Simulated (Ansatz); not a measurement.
## Site preference of Si in place of C in a frame of glassy nearly rigid carbon from 4800 K (160 atoms)

Aim: make Si in place of C at several sites of a frame of glassy nearly rigid carbon from 4800 K (160 atoms), relax each, and compare their energies.

Program: Ansatz 0.2.0. Level of theory: Kohn-Sham DFT, PBE, PAW (set soft_2), plane waves. Results are calculated unless marked as measured.

## 1. Set-up

The cell holds 160 atoms: 160 C. Cell: a = 12.112 Å, b = 12.112 Å, c = 12.112 Å, α = 90.0°, β = 90.0°, γ = 90.0°. 160 atoms (160 C) placed at random at 1.8 g/cm³, melted at 5500 K for 10 ps at fixed volume with the LCBOP (Los and Fasolino, Phys. Rev. B 68, 024107 (2003)). Snapshot at the end of a hold of 5 ps at 4800 K and fixed volume.

Limits known from the start: The network of bonds at the start is that of the classical potential that made the cell, and needn't be the one that DFT or experiment would give. Sampling is at Γ alone, for a cell whose shortest periodic width is 12 Å.

## 2. Single point at the start

A single point comes first, to see the forces before anything moves.

Contents of input.yaml:

```yaml
crystal:
  lattice:
    - [12.1119, 0.0, 0.0]
    - [0.0, 12.1119, 0.0]
    - [0.0, 0.0, 12.1119]
  atoms:
    - { symbol: C, position: [0.66216, 0.90769, 0.44733] }
    - { symbol: C, position: [0.84477, 0.67444, 0.82657] }
    - { symbol: C, position: [0.41799, 0.32402, 0.02276] }
    - { symbol: C, position: [0.16798, 0.26306, 0.40866] }
    - { symbol: C, position: [0.94095, 0.76162, 0.17236] }
    - { symbol: C, position: [0.76863, 0.05854, 0.54924] }
    - { symbol: C, position: [0.85538, 0.12709, 0.28226] }
    - { symbol: C, position: [0.50879, 0.41389, 0.68543] }
    - { symbol: C, position: [0.81343, 0.17356, 0.86636] }
    - { symbol: C, position: [0.07187, 0.32848, 0.26456] }
    - { symbol: C, position: [0.76629, 0.77109, 0.82799] }
    - { symbol: C, position: [0.7851, 0.92926, 0.28142] }
    - { symbol: C, position: [0.0452, 0.24659, 0.89547] }
    - { symbol: C, position: [0.23593, 0.99515, 0.51288] }
    - { symbol: C, position: [0.1992, 0.56142, 0.22644] }
    - { symbol: C, position: [0.57772, 0.13899, 0.16578] }
    - { symbol: C, position: [0.26362, 0.53731, 0.94062] }
    - { symbol: C, position: [0.27537, 0.30955, 0.90077] }
    - { symbol: C, position: [0.36373, 0.05972, 0.02403] }
    - { symbol: C, position: [0.28972, 0.99796, 0.83056] }
    - { symbol: C, position: [0.13541, 0.58853, 0.5587] }
    - { symbol: C, position: [0.07563, 0.36226, 0.37948] }
    - { symbol: C, position: [0.94644, 0.59341, 0.5414] }
    - { symbol: C, position: [0.07037, 0.80062, 0.35549] }
    - { symbol: C, position: [0.81742, 0.84371, 0.05137] }
    - { symbol: C, position: [0.99112, 0.37252, 0.91506] }
    - { symbol: C, position: [0.23079, 0.27769, 0.51178] }
    - { symbol: C, position: [0.53064, 0.9373, 0.9945] }
    - { symbol: C, position: [0.82102, 0.22611, 0.66236] }
    - { symbol: C, position: [0.4358, 0.96677, 0.04586] }
    - { symbol: C, position: [0.57815, 0.41059, 0.48465] }
    - { symbol: C, position: [0.35854, 0.14942, 0.35472] }
    [... 122 atom lines left out ...]
    - { symbol: C, position: [0.59145, 0.4366, 0.95736] }
    - { symbol: C, position: [0.28139, 0.85202, 0.36153] }
    - { symbol: C, position: [0.18131, 0.24075, 0.86805] }
    - { symbol: C, position: [0.68055, 0.77306, 0.90882] }
    - { symbol: C, position: [0.51595, 0.80821, 0.66395] }
    - { symbol: C, position: [0.66785, 0.57015, 0.71215] }
kpoints:
  mp_grid: { grid: [1, 1, 1] }
hamiltonian:
  xc: pbe
scf:
  occupations: { method: fermi_dirac, width: 0.025 }
output:
  forces: true
```

Command:

```console
> ansatz run input.yaml --threads 4 --pin off --max-ram 8192MiB --backend cpu --events-out ev --progress --plain --runs-dir out
```

Numbers of over 12 decimals in the logs are rounded to 6 here.

The program printed:

```text
[...]
Pseudopotentials: kind: paw
Pseudopotential: C, paw, valence charge 4, recommended cutoff 420 eV (normal), C.paw.azcp
[...]
Crystal: 160 atoms, lattice volume = 1776.793 Å³
Basis set: ecut = 420 eV, 34697 PW (Γ), exchange–correlation on 162×162×162 points (8 copies of the dense FFT grid, shifted against one another)
Bands: 480, of which v1, the nominal top of the filled ones, is band 320 counted from 1 (319 counted from 0)
Symmetry: 1 space group operations
Space group: P1 (ITA 1), of the structure as read, at distance tolerance 1.2e-4 Å
k-points: 1
[...]
Initial density: superposition of atomic densities (neutral atoms: chi_scale 0, normalization atom), corrected by the library's trained network
Initial wavefunctions: pseudopotential atomic-orbital guess
[...]
SCF iter   1: F=—  HF=-39898.115633 eV  |F-HF|=—  |Δ(HF+E_count)|=         —  Δρ=1.69e-2  dr2=9.78e0  ethr=1.77e-3  ⟨swp⟩=6.0  Hψ=2090  notcnv=0  defer=79
preconditioner: auto → LDOS  [metal: Δε(μ)=0.047 eV  Ē_g=12.307 eV  σ=0.025 eV  W_gap=0.44  n_scr=364 (ndim 8)  ℏωp=22.3 eV  f_vac=0.126  D(μ)=49.60/eV (n_scr^D=340)  β→1.0]
[...]
SCF iter  13: F=—  HF=-39896.946133 eV  |F-HF|=—  |Δ(HF+E_count)|=   5.32e-8  Δρ=2.59e-6  dr2=2.01e-7  ethr=1.01e-10  ⟨swp⟩=2.0  Hψ=583  notcnv=0  defer=136
SCF iter  14: F=-39896.946133 eV  HF=-39896.946133 eV  |F-HF|=4.98e-8  |Δ(HF+E_count)|=   1.13e-8  Δρ=1.46e-6  dr2=6.36e-8  ethr=1.56e-11  ⟨swp⟩=3.0  Hψ=1119  notcnv=0
SCF 1 converged in 14 iterations: F = -39896.946133 eV  dr2 = 6.36e-8
[...]
SCF converged after 14 iterations
Free energy (F): -39896.946133 eV
Harris-Foulkes:  -39896.946133 eV  (|F-HF|=4.98e-8)
Internal energy: -39896.828066 eV  (E = F + TS)
E sigma→0 (E₀):  -39896.887099 eV
Entropy (-TS):   -0.118068 eV (-0.738 meV/atom)
Fermi energy:    4.333103 eV
--- Per-component energies (eV) ---
[...]
Σ components = -39896.946133   (vs F -39896.946133, Δ=0.00e0)
--- Forces (eV/Å), atoms counted from 1 ---
  atom   1  C     -3.71767638    -3.64846298     2.95645788
  atom   2  C      0.50215789    -3.08529997    -2.18846581
  atom   3  C      0.89240156    -3.20357657     4.09417187
  atom   4  C      3.01662047    -0.03541402     1.93583785
[...]
atom 160  C      4.05814619     1.87475187     4.09882607
  max |Σ_I F_I| component: 1.44e-4 eV/Å
```

Wall time 34 s (4 threads of Arm Neoverse V2, shared host); peak memory 2.4 GiB; 2.1 min of CPU time.

Reading the cycles: dr2 is the Hartree energy of the density residual (eV), the measure of convergence; HF is the Harris–Foulkes estimate of the energy, which meets the free energy F at convergence.

The r.m.s. force at the start is 3.2 eV/Å.

## 3. Relaxation

With the cell held, the atoms are moved downhill towards a nearby minimum.

Contents of input.yaml:

```yaml
crystal:
  lattice:
    - [12.1119, 0.0, 0.0]
    - [0.0, 12.1119, 0.0]
    - [0.0, 0.0, 12.1119]
  atoms:
    [... the 160 atom lines of step 2 ...]
kpoints:
  mp_grid: { grid: [1, 1, 1] }
hamiltonian:
  xc: pbe
scf:
  occupations: { method: fermi_dirac, width: 0.025 }
output:
  forces: true
relax:
  f_tol: 0.05
  max_steps: 120
```

The program printed:

```text
[...]
Crystal: 160 atoms, lattice volume = 1776.793 Å³
Basis set: ecut = 420 eV, 34697 PW (Γ), exchange–correlation on 162×162×162 points (8 copies of the dense FFT grid, shifted against one another)
Bands: 480, of which v1, the nominal top of the filled ones, is band 320 counted from 1 (319 counted from 0)
Symmetry: 1 space group operations
[...]
k-points: 1
[...]
SCF iter   1: F=—  HF=-39898.115633 eV  |F-HF|=—  |Δ(HF+E_count)|=         —  Δρ=1.69e-2  dr2=9.78e0  ethr=1.77e-3  ⟨swp⟩=6.0  Hψ=2090  notcnv=0  defer=79
[...]
SCF iter   8: F=—  HF=-39896.946142 eV  |F-HF|=—  |Δ(HF+E_count)|=   3.41e-5  Δρ=5.98e-5  dr2=1.09e-4  ethr=7.39e-8  ⟨swp⟩=2.0  Hψ=447  notcnv=0  defer=136
SCF iter   9: F=-39896.946115 eV  HF=-39896.946136 eV  |F-HF|=2.07e-5  |Δ(HF+E_count)|=   6.51e-6  Δρ=2.93e-5  dr2=2.63e-5  ethr=9.77e-9  ⟨swp⟩=2.0  Hψ=1182  notcnv=0
SCF 1 converged in 9 iterations: F = -39896.946115 eV  dr2 = 2.63e-5
[...]
relax step   1: F+E_penalty+E_count = -39896.94611516 eV  Δ(F+E_penalty+E_count) = +0.000e0 eV  max|allowed force component| = 1.645e1 eV/Å  Δτ_max = 0.0000 Å  (9 SCF iters, dr2 threshold 6.25e-5 eV, accepted)
[...]
relax step   2: F+E_penalty+E_count = -39944.39316108 eV  Δ(F+E_penalty+E_count) = -4.745e1 eV  max|allowed force component| = 8.498e0 eV/Å  Δτ_max = 0.1948 Å  (9 SCF iters, dr2 threshold 1.00e-4 eV, accepted)
[...]
relax step   3: F+E_penalty+E_count = -39974.57260177 eV  Δ(F+E_penalty+E_count) = -3.018e1 eV  max|allowed force component| = 2.804e0 eV/Å  Δτ_max = 0.1949 Å  (8 SCF iters, dr2 threshold 1.00e-4 eV, accepted)
relax step   4: F+E_penalty+E_count = -39983.98926804 eV  Δ(F+E_penalty+E_count) = -9.417e0 eV  max|allowed force component| = 1.650e0 eV/Å  Δτ_max = 0.1987 Å  (7 SCF iters, dr2 threshold 1.00e-4 eV, accepted)
relax step   5: F+E_penalty+E_count = -39988.65728799 eV  Δ(F+E_penalty+E_count) = -4.668e0 eV  max|allowed force component| = 1.330e0 eV/Å  Δτ_max = 0.1949 Å  (7 SCF iters, dr2 threshold 1.00e-4 eV, accepted)
relax step   6: F+E_penalty+E_count = -39991.23955277 eV  Δ(F+E_penalty+E_count) = -2.582e0 eV  max|allowed force component| = 1.286e0 eV/Å  Δτ_max = 0.2000 Å  (7 SCF iters, dr2 threshold 1.00e-4 eV, accepted)
relax step   7: F+E_penalty+E_count = -39992.77490515 eV  Δ(F+E_penalty+E_count) = -1.535e0 eV  max|allowed force component| = 1.046e0 eV/Å  Δτ_max = 0.1970 Å  (7 SCF iters, dr2 threshold 1.00e-4 eV, accepted)
relax step   8: F+E_penalty+E_count = -39993.46733880 eV  Δ(F+E_penalty+E_count) = -6.924e-1 eV  max|allowed force component| = 1.020e0 eV/Å  Δτ_max = 0.1324 Å  (6 SCF iters, dr2 threshold 1.00e-4 eV, accepted)
relax step   9: F+E_penalty+E_count = -39994.52165168 eV  Δ(F+E_penalty+E_count) = -1.054e0 eV  max|allowed force component| = 1.730e0 eV/Å  Δτ_max = 0.1950 Å  (6 SCF iters, dr2 threshold 1.00e-4 eV, accepted)
relax step  10: F+E_penalty+E_count = -39995.24541133 eV  Δ(F+E_penalty+E_count) = -7.238e-1 eV  max|allowed force component| = 2.901e0 eV/Å  Δτ_max = 0.1927 Å  (6 SCF iters, dr2 threshold 1.00e-4 eV, accepted)
relax step  11: F+E_penalty+E_count = -39996.31571662 eV  Δ(F+E_penalty+E_count) = -1.070e0 eV  max|allowed force component| = 1.862e0 eV/Å  Δτ_max = 0.1915 Å  (6 SCF iters, dr2 threshold 1.00e-4 eV, accepted)
relax step  12: F+E_penalty+E_count = -39996.42839442 eV  Δ(F+E_penalty+E_count) = -1.127e-1 eV  max|allowed force component| = 4.813e0 eV/Å  Δτ_max = 0.1897 Å  (7 SCF iters, dr2 threshold 1.00e-4 eV, accepted)
relax step  13: F+E_penalty+E_count = -39997.23697352 eV  Δ(F+E_penalty+E_count) = -8.086e-1 eV  max|allowed force component| = 1.727e0 eV/Å  Δτ_max = 0.1075 Å  (8 SCF iters, dr2 threshold 1.00e-4 eV, accepted)
relax step  14: F+E_penalty+E_count = -39998.00495919 eV  Δ(F+E_penalty+E_count) = -7.680e-1 eV  max|allowed force component| = 1.360e0 eV/Å  Δτ_max = 0.2000 Å  (9 SCF iters, dr2 threshold 1.00e-4 eV, accepted)
relax step  15: F+E_penalty+E_count = -39997.68836453 eV  Δ(F+E_penalty+E_count) = +3.166e-1 eV  max|allowed force component| = 6.581e0 eV/Å  Δτ_max = 0.1950 Å  (8 SCF iters, dr2 threshold 1.00e-4 eV, rejected (line search))
relax step  16: F+E_penalty+E_count = -39998.42437158 eV  Δ(F+E_penalty+E_count) = -4.194e-1 eV  max|allowed force component| = 5.877e-1 eV/Å  Δτ_max = 0.0952 Å  (13 SCF iters, accepted)
relax step  17: F+E_penalty+E_count = -39998.48256356 eV  Δ(F+E_penalty+E_count) = -5.819e-2 eV  max|allowed force component| = 5.194e-1 eV/Å  Δτ_max = 0.0589 Å  (8 SCF iters, dr2 threshold 6.45e-5 eV, accepted)
relax step  18: F+E_penalty+E_count = -39998.52030619 eV  Δ(F+E_penalty+E_count) = -3.774e-2 eV  max|allowed force component| = 2.734e-1 eV/Å  Δτ_max = 0.0292 Å  (7 SCF iters, dr2 threshold 5.04e-5 eV, accepted)
relax step  19: F+E_penalty+E_count = -39998.54443854 eV  Δ(F+E_penalty+E_count) = -2.413e-2 eV  max|allowed force component| = 1.993e-1 eV/Å  Δτ_max = 0.0337 Å  (8 SCF iters, dr2 threshold 2.07e-5 eV, accepted)
relax step  20: F+E_penalty+E_count = -39998.55495922 eV  Δ(F+E_penalty+E_count) = -1.052e-2 eV  max|allowed force component| = 1.202e-1 eV/Å  Δτ_max = 0.0241 Å  (8 SCF iters, dr2 threshold 1.10e-5 eV, accepted)
relax step  21: F+E_penalty+E_count = -39998.55965793 eV  Δ(F+E_penalty+E_count) = -4.699e-3 eV  max|allowed force component| = 1.110e-1 eV/Å  Δτ_max = 0.0078 Å  (7 SCF iters, dr2 threshold 5.25e-6 eV, accepted)
relax step  22: F+E_penalty+E_count = -39998.56281013 eV  Δ(F+E_penalty+E_count) = -3.152e-3 eV  max|allowed force component| = 5.315e-2 eV/Å  Δτ_max = 0.0097 Å  (7 SCF iters, dr2 threshold 4.48e-6 eV, accepted)
[...]
relax step  23: F+E_penalty+E_count = -39998.56411684 eV  Δ(F+E_penalty+E_count) = -1.307e-3 eV  max|allowed force component| = 3.813e-2 eV/Å  Δτ_max = 0.0067 Å  (9 SCF iters, accepted)
SCF converged after 9 iterations
Free energy (F): -39998.564117 eV
[...]
Internal energy: -39998.556872 eV  (E = F + TS)
E sigma→0 (E₀):  -39998.560494 eV
Entropy (-TS):   -0.007245 eV (-0.045 meV/atom)
Fermi energy:    4.542314 eV
[...]
Σ components = -39998.564117   (vs F -39998.564117, Δ=0.00e0)
--- Forces (eV/Å), atoms counted from 1 ---
  atom   1  C      0.00463944     0.00118295     0.00471581
  atom   2  C      0.00257719    -0.00559616     0.00289116
  atom   3  C      0.00682464    -0.00428225    -0.00174778
  atom   4  C     -0.00410942     0.00232414     0.00537352
[...]
atom 160  C      0.00023464    -0.00054420     0.00012088
  max |Σ_I F_I| component: 1.81e-4 eV/Å
--- Relaxed structure (23 steps of the walk, 22 accepted, 0 SCFs on fresh bases) ---
  F+E_penalty+E_count = -39998.56411684 eV   max|allowed force component| = 3.813e-2 eV/Å
  atoms:
    - { symbol: C, position: [0.637136, 0.898311, 0.486423] }
    - { symbol: C, position: [0.857645, 0.633425, 0.806223] }
    - { symbol: C, position: [0.405484, 0.299965, 0.031538] }
    - { symbol: C, position: [0.153745, 0.292242, 0.403308] }
[...]
- { symbol: C, position: [0.662829, 0.570979, 0.732859] }
```

It took 7.8 min on 4 threads; peak memory 2.4 GiB.

The relaxation converged after 23 steps, 102 eV below its start, with a largest force component of 0.038 eV/Å.

(Part 1 of 3 ends here.)

[Logs are printed without paths, hosts, clocks, repeated set-up lines and the standing remarks that a program may print on its own settings, such as how far it seeks lower states.]

[Hosts, paths, dates, database ids (printed as entryN), source tags and the programs' standing remarks are cut or masked in the printed files.]
